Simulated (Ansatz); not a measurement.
# BeC2 (built on the sites of a database entry of BaC2): following an unstable mode

Aim: this structure of BeC2 (built on the sites of a database entry of BaC2) is to be tested for unstable modes, and one is followed downhill.

Main program and level: Ansatz 0.2.0; DFT PBE+D4, scalar-relativistic, plane waves, PAW.

The structure was built from a prototype and need not be the compound's stable phase.

## (1) Starting point

It takes space group I4/mmm (No. 139, tetragonal). The conventional cell has a = 3.659 Å, b = 3.659 Å, c = 4.640 Å, α = 90.00°, β = 90.00°, γ = 90.00°. Nearest to Be lie 2 C at 1.70 Å. Nearest to C lie 1 C at 1.25 Å and 1 Be at 1.70 Å. Farther neighbours are not listed.

## (2) Response at finite wavevector

The cell comes from relaxations at this level that are not shown. Stability and thermal properties need the whole zone. Linear response on a 4×4×4 q mesh gives force constants as far as a supercell of that size would, and the tensors from the zone-centre run are typed in so that the long-range dipole term is interpolated apart.

The input, input.yaml:

```yaml
crystal:
  lattice:
    - [-1.8293136088, 1.8293136088, 2.3198747691]
    - [1.8293136088, -1.8293136088, 2.3198747691]
    - [1.8293136088, 1.8293136088, -2.3198747691]
  atoms:
    - { symbol: Be, position: [0.0, 0.0, 0.0] }
    - { symbol: C, position: [0.634445879, 0.634445879, 0.0] }
    - { symbol: C, position: [0.365554121, 0.365554121, 0.0] }
kpoints:
  mp_grid: { grid: [12, 12, 12] }
hamiltonian:
  xc: pbe
  dispersion: d4
scf:
  occupations: { method: fixed }
output:
  eigenvalues: true
phonons:
  method: dfpt
  qmesh: [4, 4, 4]
  temperatures: { t_max: 1000, t_step: 50 }
  qpath:
    path:
      - [[0.0, 0.0, 0.0], [0.0, 0.0, 0.5], [0.25, 0.25, 0.25], [0.0, 0.5, 0.0], [0.0, 0.0, 0.0], [0.5, 0.5, -0.5], [0.40544876, 0.59455124, -0.40544876]]
      - [[-0.40544876, 0.40544876, 0.40544876], [0.0, 0.0, 0.0]]
      - [[0.0, 0.0, 0.5], [-0.31089752, 0.31089752, 0.5]]
      - [[0.5, 0.5, -0.31089752], [0.5, 0.5, -0.5]]
    npoints: 10
  non_analytic_term:
    high_frequency_dielectric_tensor: [[5.822, 0.0, 0.0], [0.0, 5.822, 0.0], [0.0, 0.0, 7.2717]]
    born_effective_charges:
      - { species: Be, tensor: [[2.671, 0.0, 0.0], [0.0, 2.671, 0.0], [0.0, 0.0, 1.9113]] }
      - { species: C, tensor: [[-1.3355, 0.0, 0.0], [0.0, -1.3355, 0.0], [0.0, 0.0, -0.9557]] }
      - { species: C, tensor: [[-1.3355, 0.0, 0.0], [0.0, -1.3355, 0.0], [0.0, 0.0, -0.9557]] }
    source: "zone-centre run at this cell"
```

Run with:

```bash
$ ansatz run input.yaml --threads 4 --pin off --max-ram 7168MiB --backend cpu --events-out ev --progress --plain --runs-dir out
```

Numbers of over 12 decimals in the logs are rounded to 6 here.

Log:

```text
Warning: phonons: the dynamical matrix that this run interpolates holds no multipole term above the dipole-dipole one, and a site of this crystal is no centre of inversion, so its interpolated transverse optical and acoustic branches and sound speeds can stay off near Gamma, and the density of states and the thermodynamics with them. What a run solves at a wave vector of phonons.qpoints, Gamma apart, where the deck admits one, is free of this, and under fd what a larger phonons.supercell samples
Engine: ansatz 0.2.0, aarch64-unknown-linux-gnu
Pseudopotentials: kind: paw
Pseudopotential: Be, paw, valence charge 2, recommended cutoff 420 eV (normal), Be.paw.azcp
Pseudopotential: C, paw, valence charge 4, recommended cutoff 420 eV (normal), C.paw.azcp
Functional definition: PBE
  parameter kappa = 0.804
  parameter beta = 0.066725
  exchange = pbe_x(kappa = kappa, mu = beta*pi^2/3)
  correlation = pbe_c(beta = beta)
Crystal: 3 atoms, lattice volume = 31.053 Å³
Basis set: ecut = 420 eV, 603 PW (Γ), exchange–correlation on 48×48×48 points (8 copies of the dense FFT grid, shifted against one another)
Bands: 9, of which v1, the nominal top of the filled ones, is band 5 counted from 1 (4 counted from 0)
Symmetry: 16 space group operations
k-points: 163 of 1728
Non-local potential: Be, projectors of the file, l = 0: 2, l = 1: 2, l = 2: 1
Non-local potential: C, projectors of the file, l = 0: 2, l = 1: 2, l = 2: 1
PAW form: soft (Blöchl's): semilocal exchange-correlation on the pseudo side does not see the compensation charge
PAW one-centre angular grid: Be, 110 points (default); XC on 64 Gauss nodes
PAW one-centre angular grid: C, 110 points (default); XC on 64 Gauss nodes
Initial density: superposition of atomic densities (neutral atoms: chi_scale 0, normalization atom), corrected by the library's trained network
Initial wavefunctions: pseudopotential atomic-orbital guess
Functional: x = pbe(κ = 0.804, μ = 0.219515), c = pbe(β = 0.066725)
SCF iter   1: F=—  HF=-592.702699 eV  |F-HF|=—  |Δ(HF+E_count)|=         —  Δρ=4.75e-3  dr2=5.43e-3  ethr=1.77e-3  ⟨swp⟩=5.0  Hψ=9433  notcnv=0  defer=300
preconditioner: auto → none  [insulator: Δε(μ)=2.397 eV  Ē_g=11.911 eV  n_scr=8 (ndim 8)  ℏωp=21.1 eV  f_vac=0.000  ε∞_Penn≈4.1]
SCF iter   2: F=—  HF=-592.704210 eV  |F-HF|=—  |Δ(HF+E_count)|=   1.51e-3  Δρ=2.13e-3  dr2=1.09e-3  ethr=5.43e-5  ⟨swp⟩=2.5  Hψ=3545  notcnv=0  defer=326
SCF iter   3: F=—  HF=-592.705036 eV  |F-HF|=—  |Δ(HF+E_count)|=   8.27e-4  Δρ=4.14e-4  dr2=7.04e-5  ethr=1.09e-5  ⟨swp⟩=2.0  Hψ=2445  notcnv=0  defer=326
SCF iter   4: F=—  HF=-592.705022 eV  |F-HF|=—  |Δ(HF+E_count)|=   1.42e-5  Δρ=1.16e-4  dr2=2.84e-6  ethr=7.04e-7  ⟨swp⟩=2.3  Hψ=2186  notcnv=0  defer=67
SCF iter   5: F=—  HF=-592.705025 eV  |F-HF|=—  |Δ(HF+E_count)|=   3.25e-6  Δρ=2.43e-5  dr2=1.58e-7  ethr=2.84e-8  ⟨swp⟩=2.1  Hψ=2225  notcnv=0
SCF iter   6: F=—  HF=-592.705025 eV  |F-HF|=—  |Δ(HF+E_count)|=   1.21e-7  Δρ=4.38e-6  dr2=3.24e-9  ethr=1.58e-9  ⟨swp⟩=2.5  Hψ=2227  notcnv=0
SCF iter   7: F=—  HF=-592.705025 eV  |F-HF|=—  |Δ(HF+E_count)|=   2.42e-9  Δρ=4.96e-7  dr2=4.97e-11  ethr=3.24e-11  ⟨swp⟩=2.2  Hψ=2245  notcnv=0
SCF iter   8: F=-592.705025 eV  HF=-592.705025 eV  |F-HF|=2.27e-13  |Δ(HF+E_count)|=  1.46e-11  Δρ=7.71e-8  dr2=1.04e-12  ethr=1.00e-12  ⟨swp⟩=6.8  Hψ=7723  notcnv=0
SCF 1 converged in 8 iterations: F = -592.705025 eV  dr2 = 1.04e-12
  greatest PAW one-centre occupation: 0.714 electrons in one spin orbital (limit 2), on the C atom at site 2 (counted from 0), in its partial waves of l = 0
NSCF: frozen V_eff on 163 k-points
NSCF: frozen V_eff on 280 k-points
DFPT response loops at q = (0, 0, 0) (fractional): preconditioner auto → none (the input reference at scf.mixing.eps_inf says where Resta's filter doesn't serve); β = 0.50; Broyden in place of MSR1
NSCF: frozen V_eff on 1872 k-points
DFPT response loops at q = (0, 0, 0.25) (fractional): mixed as the last ones told, above
NSCF: frozen V_eff on 952 k-points
DFPT response loops at q = (0, 0, -0.5) (fractional): preconditioner auto → Resta (q_TF=auto, 2.259 Å⁻¹)  ε∞=5.0 (no band partly filled); β = 1.00, the filter's whole step (`scf.mixing.beta` (0.50) is not read by the response loops at its default; to damp them type it under 1.00, their step now; it binds the ground state too); Broyden in place of MSR1
NSCF: frozen V_eff on 1872 k-points
DFPT response loops at q = (0, 0.25, 0) (fractional): preconditioner auto → none (the input reference at scf.mixing.eps_inf says where Resta's filter doesn't serve); β = 0.50; Broyden in place of MSR1
NSCF: frozen V_eff on 3456 k-points
DFPT response loops at q = (0, 0.25, 0.25) (fractional): mixed as the last ones told, above
NSCF: frozen V_eff on 952 k-points
DFPT response loops at q = (0, -0.5, 0) (fractional): preconditioner auto → Resta (q_TF=auto, 2.259 Å⁻¹)  ε∞=5.0 (no band partly filled); β = 1.00, the filter's whole step (`scf.mixing.beta` (0.50) is not read by the response loops at its default; to damp them type it under 1.00, their step now; it binds the ground state too); Broyden in place of MSR1
NSCF: frozen V_eff on 3456 k-points
DFPT response loops at q = (0, -0.5, 0.25) (fractional): preconditioner auto → none (the input reference at scf.mixing.eps_inf says where Resta's filter doesn't serve); β = 0.50; Broyden in place of MSR1
NSCF: frozen V_eff on 900 k-points
DFPT response loops at q = (0.25, 0.25, 0.25) (fractional): mixed as the last ones told, above
NSCF: frozen V_eff on 1020 k-points
DFPT response loops at q = (0.25, 0.25, -0.25) (fractional): mixed as the last ones told, above
NSCF: frozen V_eff on 1872 k-points
DFPT response loops at q = (0.25, -0.5, -0.5) (fractional): mixed as the last ones told, above
NSCF: frozen V_eff on 1020 k-points
DFPT response loops at q = (0.25, -0.25, 0.25) (fractional): mixed as the last ones told, above
NSCF: frozen V_eff on 1872 k-points
DFPT response loops at q = (0.25, -0.25, -0.5) (fractional): mixed as the last ones told, above
NSCF: frozen V_eff on 560 k-points
DFPT response loops at q = (-0.5, -0.5, -0.5) (fractional): mixed as the last ones told, above
SCF converged after 8 iterations
Free energy (F): -592.705025 eV
Harris-Foulkes:  -592.705025 eV  (|F-HF|=2.27e-13)
Internal energy: -592.705025 eV  (E = F + TS)
E sigma→0 (E₀):  -592.705025 eV
Fermi energy:    3.686590 eV
--- Per-component energies (eV) ---
  E_band       = -14.956108
  E_kinetic    = 192.411355
  E_local      = -271.399660  (includes V_loc(G=0)·N_el)
  E_nonlocal   = 61.797770
  E_hartree    = 76.226344
  E_xc         = -113.182090
  E_vxc        = -136.077531  (∫ρ·V_xc dr)
  E_paw        = -257.557568  (= ΣΔE_a)
  E_vpaw       = -14.140740  (= ΣTr[D̂ρ^β])
  E_aug_tail   = 0.000012  (compensation charges beyond the density's cutoff)
  E_ewald      = -280.452863
  E_disp       = -0.548324  (pairwise vdW)
  E_smearing   = -0.000000  (= −TS)
  E_closure    = 0.000000  (closes the sum)
  Σ components = -592.705025   (vs F -592.705025, Δ=0.00e0)
--- Band table (eV; the first three rows and the last of 163) ---
  k-point 0: bands = ["-10.2407", "-0.6377", "0.0997", "3.6866", "3.6866", "7.9178", "7.9178", "11.5871", "11.5871"]
  k-point 1: bands = ["-10.1728", "-0.7238", "-0.0527", "3.6021", "3.6576", "7.7553", "8.2368", "11.0447", "11.4223"]
  k-point 2: bands = ["-9.9794", "-0.9297", "-0.4260", "3.2120", "3.5749", "7.3526", "9.0869", "10.5359", "11.1047"]
  k-point 162: bands = ["-8.6446", "-3.5067", "0.5489", "0.5489", "1.3456", "10.5809", "10.9175", "12.1189", "12.1189"]
--- Phonons (Γ-DFPT): 4 representative perturbations + reference (Σ response iterations 12) ---
  ASR residual: 5.630e-5 → 0.000e0 eV/Å²; symmetrization residual: 3.056e-7 eV/Å²
  pairwise dispersion correction: d4 (s6 = 1.0, s8 = 0.95948085, s9 = 1.0, a1 = 0.38574991, a2_bohr = 4.80688534), with the weights of each atom's references fixed at the reference crystal's, and the forces and stress that the weights' published response gives there kept as a pressure on the atom's counted neighbours (hamiltonian.dispersion)
  ASR residual per site (eV/Å²): 3.78e-5 5.63e-5 5.63e-5
  Γ frequencies (cm⁻¹): -389.60 -389.60 0.00 0.00 0.00 429.43 429.43 1098.11 1979.44
--- Phonons (arbitrary-q DFPT): 13 irreducible q on the 4×4×4 mesh ---
  q = [0.0000, 0.0000, 0.0000] (star 1, of the zone-centre solve; hermiticity 6.52e-9, symmetrization 1.21e-15): -389.60 -389.60 -0.00 0.00 0.00 429.43 429.43 1098.11 1979.44
  q = [0.0000, 0.0000, 0.2500] (star 4, 4 solved perturbations in 2892 linear systems a pass and spin channel, the states on 936 of 1728 k-point pairs; hermiticity 6.03e-7, symmetrization 2.50e-7): -394.77 -70.48 95.99 110.25 367.42 393.84 435.51 1096.17 1988.90
  q = [0.0000, 0.0000, -0.5000] (star 2, 4 solved perturbations in 1512 linear systems a pass and spin channel, the states on 476 of 1728 k-point pairs; hermiticity 3.27e-6, symmetrization 1.53e-6): -406.40 -283.22 134.18 137.69 367.38 399.84 442.24 1093.31 1996.84
  q = [0.0000, 0.2500, 0.0000] (star 8, 6 solved perturbations on 936 of 1728 k-point pairs; hermiticity 1.46e-8, symmetrization 2.15e-10): -312.38 103.86 126.07 173.75 371.77 420.03 433.05 1044.80 2001.41
  q = [0.0000, 0.2500, 0.2500] (star 16, 6 solved perturbations on 1728 of 1728 k-point pairs: no pair is spared here; hermiticity 1.00e-8, symmetrization 1.48e-15): -303.01 -214.54 157.03 313.59 392.79 412.63 436.03 1022.35 2009.47
  q = [0.0000, -0.5000, 0.0000] (star 4, 6 solved perturbations on 476 of 1728 k-point pairs; hermiticity 1.76e-6, symmetrization 1.20e-6): -261.83 146.97 209.43 226.56 410.31 422.34 610.75 913.09 2019.99
  q = [0.0000, -0.5000, 0.2500] (star 8, 4 solved perturbations in 5328 linear systems a pass and spin channel, the states on 1728 of 1728 k-point pairs; hermiticity 9.66e-9, symmetrization 1.82e-10): -335.81 -165.34 215.15 222.38 414.23 429.74 609.24 904.56 2021.11
  q = [0.2500, 0.2500, 0.2500] (star 2, 4 solved perturbations in 1424 linear systems a pass and spin channel, the states on 450 of 1728 k-point pairs; hermiticity 1.84e-6, symmetrization 4.06e-7): -341.95 -341.95 225.53 225.53 436.89 436.89 606.82 892.74 2021.57
  q = [0.2500, 0.2500, -0.2500] (star 2, 4 solved perturbations in 1608 linear systems a pass and spin channel, the states on 510 of 1728 k-point pairs; hermiticity 8.41e-9, symmetrization 5.44e-11): -338.46 -338.46 204.78 204.78 421.72 421.72 608.62 902.86 2023.15
  q = [0.2500, -0.5000, -0.5000] (star 8, 6 solved perturbations on 936 of 1728 k-point pairs; hermiticity 1.02e-8, symmetrization 4.60e-9): -284.35 -213.24 288.17 300.63 401.87 401.99 423.56 1013.12 2018.94
  q = [0.2500, -0.2500, 0.2500] (star 4, 6 solved perturbations on 510 of 1728 k-point pairs; hermiticity 4.60e-7, symmetrization 1.86e-7): -242.61 137.92 155.99 239.36 354.43 399.02 401.64 1094.20 1998.82
  q = [0.2500, -0.2500, -0.5000] (star 4, 4 solved perturbations in 2892 linear systems a pass and spin channel, the states on 936 of 1728 k-point pairs; hermiticity 3.35e-6, symmetrization 1.17e-6): -285.87 -142.69 176.96 243.56 373.73 380.25 407.17 1091.45 2007.29
  q = [-0.5000, -0.5000, -0.5000] (star 1, 4 solved perturbations in 886 linear systems a pass and spin channel, the states on 280 of 1728 k-point pairs; hermiticity 4.87e-6, symmetrization 1.83e-6): -298.87 -298.87 196.03 356.41 356.41 380.26 380.26 1088.90 2016.51
  sum rule: each row above includes the acoustic sum rule's correction from the zone centre's row sums; it moved no ω² by more than (1.13 cm⁻¹)²
  mesh force constants: q→R imaginary residual 8.83e-19; ASR residual 5.630e-5 → 0.000e0 eV/Å²; symmetrization residual 1.421e-14 eV/Å²
  interpolated dispersion: 95 rows × 9 modes
  density of states and harmonic sums: on the 24×24×24 q-mesh, interpolated from the force constants of a 4×4×4 supercell (with the dipole–dipole term of supplied tensors)
  largest difference from the sums on the solved wave vectors: F 6.92e-3 eV, S 7.80e-6 and C_V 2.60e-6 eV/K
  zero-point energy: 0.293885 eV/cell   skipped modes (ω ≤ 0): 1895, of them read as no rigid motion or as one in doubt: 1892 (1.787e0 modes/cell left out, lowest -406.40 cm⁻¹)   left out of the sums: 1.99e-1 of the cell's modes: C_V's classical limit lies that fraction below 3 k_B per atom; for a crystal, a wire or a layer, F and S can be off by more, and a phonons.interpolated_qmesh denser along its periods is the remedy for the sampling
```

Run time: 3.7 min. Hardware: 4 threads of Arm Neoverse V1, shared host; peak memory 1.4 GiB; 14 min of CPU time.

This step gave:

* gap on the k-mesh: 2.400 eV
* volume per atom: 10.35 Å³
* sum-rule residual before enforcement: 5.63e-5 eV/Å²
* lowest frequency on the path: -406.4 cm⁻¹
* point group: 4/mmm
* highest frequency on the path or at a solved wavevector: 2026 cm⁻¹
* highest optical mode at the zone centre (no LO-TO term): 1979 cm⁻¹
* lowest optical zone-centre mode: -389.6 cm⁻¹
* lowest mode on the q mesh (acoustic modes at Γ apart): -406.4 cm⁻¹

Frequencies (cm⁻¹) solved at each irreducible wavevector; negative means imaginary. Frequencies by wavevector, by row:

```tsv
q in reciprocal lattice units	star	mode 1	mode 2	mode 3	mode 4	mode 5	mode 6	mode 7	mode 8	mode 9
0 0 0	1	-389.6	-389.6	0	0	0	429.4	429.4	1098	1979
0 0 0.25	4	-394.8	-70.5	96	110.2	367.4	393.8	435.5	1096	1989
0 0 -0.5	2	-406.4	-283.2	134.2	137.7	367.4	399.8	442.2	1093	1997
0 0.25 0	8	-312.4	103.9	126.1	173.8	371.8	420	433.1	1045	2001
0 0.25 0.25	16	-303	-214.5	157	313.6	392.8	412.6	436	1022	2010
0 -0.5 0	4	-261.8	147	209.4	226.6	410.3	422.3	610.8	913.1	2020
0 -0.5 0.25	8	-335.8	-165.3	215.2	222.4	414.2	429.7	609.2	904.6	2021
0.25 0.25 0.25	2	-341.9	-341.9	225.5	225.5	436.9	436.9	606.8	892.7	2022
0.25 0.25 -0.25	2	-338.5	-338.5	204.8	204.8	421.7	421.7	608.6	902.9	2023
0.25 -0.5 -0.5	8	-284.4	-213.2	288.2	300.6	401.9	402	423.6	1013	2019
0.25 -0.25 0.25	4	-242.6	137.9	156	239.4	354.4	399	401.6	1094	1999
0.25 -0.25 -0.5	4	-285.9	-142.7	177	243.6	373.7	380.2	407.2	1092	2007
-0.5 -0.5 -0.5	1	-298.9	-298.9	196	356.4	356.4	380.3	380.3	1089	2016
```

Interpolated from a 4×4×4 q mesh, with the LO-TO term (at Γ the limit along the path; where Γ stands inside the path, tables give the limit on arrival). Phonon branches along the path, in cm⁻¹:

```tsv
point	branch 1	branch 2	branch 3	branch 4	branch 5	branch 6	branch 7	branch 8	branch 9
Γ	-390	0	0	0	380	429	429	1098	1979
halfway	-395	-70	96	110	367	394	436	1096	1989
X	-406	-283	134	138	367	400	442	1093	1997
halfway	-375	-305	155	317	390	421	444	1019	2009
P	-342	-342	226	226	437	437	607	893	2022
halfway	-306	-230	225	227	423	428	609	902	2021
N	-262	147	209	227	410	422	611	913	2020
halfway	-312	104	126	174	372	420	433	1045	2001
Γ	-390	0	0	0	89	429	429	1125	1979
halfway	-338	-338	205	205	422	422	609	903	2023
M	-299	-299	196	356	356	380	380	1089	2016
halfway	-292	-283	195	353	356	381	382	1089	2016
S	-275	-235	192	344	354	384	385	1090	2014
jump to S0	-275	-235	192	344	354	384	385	1090	2014
halfway	-277	133	136	180	356	405	409	1096	1993
Γ	-390	0	0	0	380	429	429	1098	1979
jump to X	-406	-283	134	138	367	400	442	1093	1997
halfway	-286	-254	153	157	370	393	425	1092	2002
R	-288	-175	186	301	371	377	397	1091	2011
jump to G′	-288	-175	186	301	371	377	397	1091	2011
halfway	-294	-261	194	344	360	380	385	1090	2015
M	-299	-299	196	356	356	380	380	1089	2016
```

The phonon branches as a text plot (rows in cm⁻¹; labels by their first letter):

```
   1975 |********************************************************
   1874 |
   1772 |
   1671 |
   1570 |
   1468 |
   1367 |
   1266 |
   1164 |                         ***
   1063 |***********           ***   **   ***********************
    962 |           *      ****        * *
    860 |            ******             *
    759 |
    658 |              *****            *
    556 |           ***     ***        * *
    455 |*********************************         **********
    354 |***********           **         ***********************
    252 |         * ***********  *   *  ** *     **         **
    151 |    ********      *******  * **    *********    ********
     50 |*****            *     ******               ****
    -52 |    *                                  *
   -153 |     *          *                                 ***
   -254 |      ****     *******            *********     ********
   -356 |****************      ************         *******
         Γ       X    P    N       Γ        M S|S      Γ|X  R|G M
```

Symmetry leaves 13 wavevectors to solve. The lowest mode among them, the acoustic zeros apart, lies at q = (0, 0, -0.5) and is imaginary, 406.4i cm⁻¹, so the energy falls along it.

## (3) The mode frozen in, largest atomic shift 0 Å

The mode followed lies at q = (0, 0, 0.25) with frequency 394.8i cm⁻¹, one of the unstable modes though not the softest. At small amplitude the distorted cell has space group no. 63 by a symmetry search on the positions. The undistorted cell that holds it gives the zero of energy on the same k mesh.

System of this step: BeC2 (built on the sites of a database entry of BaC2). It takes space group I4/mmm (No. 139, tetragonal). The conventional cell has a = 3.659 Å, b = 3.659 Å, c = 4.640 Å, α = 90.00°, β = 90.00°, γ = 90.00°. Be has 2 C at 1.70 Å nearest. Nearest to C lie 1 C at 1.25 Å and 1 Be at 1.70 Å. Farther neighbours are not listed.

The input, input.yaml:

```yaml
crystal:
  lattice:
    - [-1.8293136088, 1.8293136088, 2.3198747691]
    - [1.8293136088, -1.8293136088, 2.3198747691]
    - [7.3172544351, 7.3172544351, 0.0]
  atoms:
    - { symbol: Be, position: [0.0, 0.0, 0.0] }
    - { symbol: Be, position: [0.5, 0.5, 0.25] }
    - { symbol: Be, position: [0.0, 0.0, 0.5] }
    - { symbol: Be, position: [0.5, 0.5, 0.75] }
    - { symbol: C, position: [0.134445879, 0.134445879, 0.25] }
    - { symbol: C, position: [0.634445879, 0.634445879, 0.5] }
    - { symbol: C, position: [0.134445879, 0.134445879, 0.75] }
    - { symbol: C, position: [0.634445879, 0.634445879, 0.0] }
    - { symbol: C, position: [0.865554121, 0.865554121, 0.25] }
    - { symbol: C, position: [0.365554121, 0.365554121, 0.5] }
    - { symbol: C, position: [0.865554121, 0.865554121, 0.75] }
    - { symbol: C, position: [0.365554121, 0.365554121, 0.0] }
kpoints:
  mp_grid: { grid: [8, 8, 4] }
hamiltonian:
  xc: pbe
  dispersion: d4
scf:
  occupations: { method: gaussian, width: 0.02 }
output:
  forces: true
  stress: true
  eigenvalues: true
```

Log:

```text
[...]
Crystal: 12 atoms, lattice volume = 124.211 Å³
Basis set: ecut = 420 eV, 2429 PW (Γ), exchange–correlation on 48×48×144 points (8 copies of the dense FFT grid, shifted against one another)
Bands: 32, of which v1, the nominal top of the filled ones, is band 20 counted from 1 (19 counted from 0)
Symmetry: 32 space group operations
[...]
k-points: 63 of 256
[...]
k-point 0: bands = [... 16 lower, 3.4519, 3.4519, 3.6866, 3.6866, 6.0865, 6.8758, 6.8758, 7.9178, ... 5 higher]
  k-point 1: bands = [... 16 lower, 3.3512, 3.5471, 3.6427, 3.6701, 6.1407, 6.5523, 7.2342, 7.8242, ... 5 higher]
  k-point 2: bands = [... 16 lower, 3.4596, 3.4596, 3.6227, 3.6227, 6.2998, 6.2998, 7.5738, 7.5738, ... 5 higher]
  k-point 62: bands = [... 16 lower, 2.3291, 2.3291, 3.5030, 3.5030, 6.9154, 6.9154, 10.0415, 10.0415, ... 5 higher]
[key lines of the parts left out:]
SCF converged after 7 iterations
Free energy (F): -2370.820124 eV
Fermi energy:    4.886543 eV
P = ⅓ Tr σ = 0.0004 GPa (0.004 kbar)
```

Elapsed: 4.1 s, on 4 threads; peak memory 0.52 GiB.

This step gave:

* pressure: 3.86e-4 GPa
* energy from the undistorted cell: 0 meV/atom

At this level the gap is 2.40 eV on the k-mesh of the self-consistent run, which can miss the band edges.

(Part 1 of 2 ends here.)

[Logs are printed without paths, hosts, clocks, repeated set-up lines and the standing remarks that a program may print on its own settings, such as how far it seeks lower states.]

[Hosts, paths, dates, database ids (printed as entryN), source tags and the programs' standing remarks are cut or masked in the printed files.]
